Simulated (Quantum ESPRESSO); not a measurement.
## LiF (Griceite): the optical phonon under strain

Aim: the phonon deformation potentials p and q of LiF (Griceite), tested on a biaxially strained cell.

Program: Quantum ESPRESSO 7.5. Level of theory: DFT LDA, scalar-relativistic, plane waves, PseudoDojo norm-conserving pseudopotentials. Results are calculated unless marked as measured.

### 1. The relaxed structure

It takes space group Fm-3m (No. 225, cubic). The conventional cell has a = 3.905 Å, b = 3.905 Å, c = 3.905 Å, α = 90.00°, β = 90.00°, γ = 90.00°. Li has 6 F at 1.95 Å nearest. F has 6 Li at 1.95 Å nearest. Farther neighbours and most contacts between anions are not listed.

This is the cell after its relaxation at this level of theory, not the database cell from which that began.

### 2. Uniaxial strain

The relaxed cell is stretched along z alone. This keeps all atoms on sites fixed by symmetry and splits the threefold mode into a singlet, polarised along z, and a doublet. The macroscopic field is left out, so these are transverse modes. Cutoff 92 Ry, k mesh 12×12×12.

From the response at ε_zz = 0.005:

The program printed:

```text
[banners, grids, parts of the stress and lines that vanish by symmetry left out]
Program PHONON v.7.5
     Reading xml data from directory:

[...]
Exchange-correlation= PW
                           (   1   4   0   0   0   0   0)
[...]
kinetic-energy cut-off    =      92.0000  Ry
     charge density cut-off    =     368.0000  Ry
     convergence threshold     =      1.0E-18
[...]
Exchange-correlation= PW
                           (   1   4   0   0   0   0   0)
[...]
q = (   0.0000000   0.0000000   0.0000000 )
     17 Sym.Ops. (with q -> -q+G )
     G cutoff =  255.0648  (  12039 G-vectors)     FFT grid: ( 32, 32, 32)
     number of k points=   163
[...]
Mode symmetry, D_4h(4/mmm) point group:
[...]
Representation #   1 mode #   1
[...]
End of self-consistent calculation
     Convergence has been achieved
     Representation #   2 mode #   2
[...]
End of self-consistent calculation
     Convergence has been achieved
     Representation #   3 modes #   3   4
[...]
End of self-consistent calculation
     Convergence has been achieved
     Representation #   4 modes #   5   6
[...]
End of self-consistent calculation
     Convergence has been achieved
[...]
q = (    0.000000000   0.000000000   0.000000000 )
[...]
freq (    1) =       0.045927 [THz] =       1.531956 [cm-1]
     freq (    2) =       0.045927 [THz] =       1.531956 [cm-1]
     freq (    3) =       0.048117 [THz] =       1.605008 [cm-1]
     freq (    4) =       9.812503 [THz] =     327.309864 [cm-1]
     freq (    5) =      10.310915 [THz] =     343.935098 [cm-1]
     freq (    6) =      10.310915 [THz] =     343.935098 [cm-1]
[...]
Mode symmetry, D_4h(4/mmm) point group:
     freq (   1-   2) =          1.5  [cm-1]   --> E_u  X_5' M_5'  I
     freq (   3-   3) =          1.6  [cm-1]   --> A_2u X_4' M_4'  I
     freq (   4-   4) =        327.3  [cm-1]   --> A_2u X_4' M_4'  I
     freq (   5-   6) =        343.9  [cm-1]   --> E_u  X_5' M_5'  I

   JOB DONE.
```

| ε_zz | singlet (cm⁻¹) | doublet (cm⁻¹) | σ_zz (GPa) | σ_xx (GPa) |
| --- | --- | --- | --- | --- |
| -0.01 | 374.54 | 340.41 | -1.690 | -0.509 |
| -0.005 | 358.60 | 341.70 | -0.814 | -0.246 |
| 0 | 342.87 | 342.87 | 0.010 | 0.010 |
| 0.005 | 327.31 | 343.94 | 0.785 | 0.261 |

Stress is counted positive in tension.

### 3. The fit

To first order ω² − ω₀² = p ε_zz + q (ε_xx + ε_yy) for the mode along z, and likewise for x and y. With ε_zz alone the singlet gives p and the doublet q.

The linear terms of parabolas through ω² are p = -18.26 ω₀² and q = 1.31 ω₀², with ω₀ = 342.9 cm⁻¹. Those of the stresses are C11 = 160 GPa and C12 = 51 GPa. Under hydrostatic strain p and q imply γ = −(p + 2q)/(6 ω₀²) = 2.61.

A layer held to an in-plane strain ε and free along z takes ε_zz = −2 (C12/C11) ε = -0.634 ε. To first order the singlet then shifts by (q − p C12/C11) ε / ω₀ = 2434 ε cm⁻¹. For ε = -0.006, ε_zz = 0.00381, the formulas for ω² predict 327.93 cm⁻¹ for the singlet and 360.70 cm⁻¹ for the doublet.

### 4. A biaxially strained cell

This run was no part of the fit.

The program printed:

```text
[banners, grids, parts of the stress and lines that vanish by symmetry left out]
[banner, memory and clock lines left out]
Program PHONON v.7.5

[...]
Exchange-correlation= PW
                           (   1   4   0   0   0   0   0)
[...]
kinetic-energy cut-off    =      92.0000  Ry
     charge density cut-off    =     368.0000  Ry
     convergence threshold     =      1.0E-18
[...]
Exchange-correlation= PW
                           (   1   4   0   0   0   0   0)
[...]
q = (   0.0000000   0.0000000   0.0000000 )
     17 Sym.Ops. (with q -> -q+G )
     G cutoff =  253.2433  (  11887 G-vectors)     FFT grid: ( 32, 32, 32)
     number of k points=   163
[...]
Mode symmetry, D_4h(4/mmm) point group:
[...]
Representation #   1 mode #   1
[...]
End of self-consistent calculation
     Convergence has been achieved
     Representation #   2 mode #   2
[...]
End of self-consistent calculation
     Convergence has been achieved
     Representation #   3 modes #   3   4
[...]
End of self-consistent calculation
     Convergence has been achieved
     Representation #   4 modes #   5   6
[...]
End of self-consistent calculation
     Convergence has been achieved
[...]
q = (    0.000000000   0.000000000   0.000000000 )
[...]
freq (    1) =       0.052915 [THz] =       1.765055 [cm-1]
     freq (    2) =       0.052915 [THz] =       1.765055 [cm-1]
     freq (    3) =       0.054594 [THz] =       1.821072 [cm-1]
     freq (    4) =       9.835938 [THz] =     328.091583 [cm-1]
     freq (    5) =      10.828499 [THz] =     361.199839 [cm-1]
     freq (    6) =      10.828499 [THz] =     361.199839 [cm-1]
[...]
Mode symmetry, D_4h(4/mmm) point group:
     freq (   1-   2) =          1.8  [cm-1]   --> E_u  X_5' M_5'  I
     freq (   3-   3) =          1.8  [cm-1]   --> A_2u X_4' M_4'  I
     freq (   4-   4) =        328.1  [cm-1]   --> A_2u X_4' M_4'  I
     freq (   5-   6) =        361.2  [cm-1]   --> E_u  X_5' M_5'  I
```

```
   mode  predicted (cm⁻¹)  run (cm⁻¹)
singlet            327.93      328.09
doublet            360.70      361.20
```

The stress along z is 0.001 GPa and that in the plane -1.105 GPa; the unstrained cell carries 0.010 GPa.

### 5. Summary of results

| Property | Result |
| --- | --- |
| p (in units of the squared frequency) | -18.26 |
| q (same units) | 1.308 |
| shift of the singlet per unit of biaxial strain | 2434 cm⁻¹ |
| C11 and C12 | 160 and 51 GPa |

To first order, one per cent of tensile biaxial strain moves the singlet of LiF (Griceite) by 24.3 cm⁻¹ and the doublet by -30.5 cm⁻¹; the formulas miss the test run by up to 0.50 cm⁻¹. In the rock-salt structure this mode is infrared active and has no first-order Raman line. The third potential, r, needs shear strain, which was not run. Runs of the series that gave no result are left out: uni0.01-ph (refused). These are harmonic values at zero temperature.

[Host names and launcher messages were left out of these logs when they were recorded.]

[Logs are printed without paths, hosts, clocks, repeated set-up lines and the standing remarks that a program may print on its own settings, such as how far it seeks lower states.]

[Hosts, paths, dates, database ids (printed as entryN), source tags and the programs' standing remarks are cut or masked in the printed files.]
